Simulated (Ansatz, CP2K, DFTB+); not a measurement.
**Other levels on Al(111)/C(110) interface (116 atoms)**

The cell holds 116 atoms: 20 Al and 96 C. Its edges and angles: a = 7.577 Å, b = 9.920 Å, c = 22.532 Å, α = 90.0°, β = 90.0°, γ = 109.1°. Fcc Al(111), 2 repeat layers, 10 surface cells, strained +0.00 and -0.00 %; diamond-structure C(110), 6 layers, 8 cells, +0.13 and -1.67 %; outer planes 1.85 Å apart, 12 Å of vacuum above; not relaxed, displaced by a Gaussian of 0.02 Å. Then every atom was moved at random, 0.03 Å r.m.s. a Cartesian component. Regions: Al, 20 atoms (20 Al); C, 96 atoms (96 C). Vacuum lies along c.

Geometry: as built.

The reference, a calculation:

```
method                 : Kohn-Sham DFT, PBE, PAW, plane waves (Ansatz 0.2.0); cutoff 420 eV, Γ point, fermi-dirac smearing of 0.05 eV; PAW set soft_2
r.m.s. force component : 1.719 eV/Å
longest force          : 5.605 eV/Å
SCF cycles             : 17
time                   : 13 s on 4 threads of Intel Xeon 6975P-C (Granite Rapids), shared host
CPU time               : 48 s
```

Q: Estimate the differences from the reference, the CPU time and the memory of each run.
- DFTB+ GFN2-xTB (DFTB+ 25.1; 1 thread)
- CP2K PBE, DZVP-UZH, 450/50 Ry, diagonalisation (CP2K 2026.2; 4 MPI ranks)
- CP2K PBE, DZVP-UZH, 225/50 Ry, diagonalisation (CP2K 2026.2; 4 MPI ranks)
- CP2K BLYP, DZVP-MOLOPT-SR, 450/50 Ry, diagonalisation (CP2K 2026.2; 4 MPI ranks)
- DFTB+ GFN1-xTB (DFTB+ 25.1; 1 thread)

Differences are against the plane-wave reference, forces as r.m.s. over components; share is that over the reference's r.m.s. force, slope the least-squares factor from reference forces to these. Total energies of different programs have different zeros and aren't compared.

| run | Δ force, r.m.s. (meV/Å) | share (%) | slope | cores | CPU time | memory (GiB) |
| --- | --- | --- | --- | --- | --- | --- |
| reference | - | - | - | 4 | 48 s | 2.0 |
| DFTB+ GFN2-xTB | 411 | 23.9 | 1.039 | 1 | 41 s | 0.3 |
| CP2K PBE, DZVP-UZH, 450/50 Ry, diagonalisation | 47.9 | 2.79 | 1.016 | 4 | 54 min | 4.1 |
| CP2K PBE, DZVP-UZH, 225/50 Ry, diagonalisation (coarse) | 52.1 | 3.03 | 1.017 | 4 | 42 min | 2.5 |
| CP2K BLYP, DZVP-MOLOPT-SR, 450/50 Ry, diagonalisation | 104 | 6.07 | 1.011 | 4 | 28 min | 3.9 |
| DFTB+ GFN1-xTB | 538 | 31.3 | 1.021 | 1 | 20 s | 0.69 |

Rows marked coarse were listed beforehand as settings not expected to be converged; some can still land near the reference.

CPU time is summed over cores on a shared host, where runs went side by side, so it is rough. Symmetry, cutoffs, thresholds, outputs and thread counts weren't matched or tuned between programs; memory under MPI is the largest rank's times the ranks.

The PBE run in local orbitals, coarse settings apart, differs by 2.8 % (CP2K PBE, DZVP-UZH, 450/50 Ry, diagonalisation); basis, grid and potentials can all enter. Tight binding differs by 24 % (DFTB+ GFN2-xTB) to 31 % (DFTB+ GFN1-xTB); it is another model, with fitted parameters of its own, and the xTB methods hold dispersion. Rows with another functional or a dispersion term differ by 6.1 % (CP2K BLYP, DZVP-MOLOPT-SR, 450/50 Ry, diagonalisation), which mixes the change of model with differences of basis and potentials. DFTB+ GFN2-xTB needed 234 SCF steps, so its time overstates the method's usual cost. Periodic xTB results under one method name differ between programs and library versions (DFTB+ here holds tblite 0.3). The runs have no spin polarisation, so any moments at edges, vacancies or dangling bonds can't form. The electronic-structure runs sample only Γ, in a cell whose shortest periodic width is 7 Å, which is coarse for a cell with partly filled levels.

[Logs are printed without paths, hosts, clocks, repeated set-up lines and the standing remarks that a program may print on its own settings, such as how far it seeks lower states.]

[Hosts, paths, dates, database ids (printed as entryN), source tags and the programs' standing remarks are cut or masked in the printed files.]
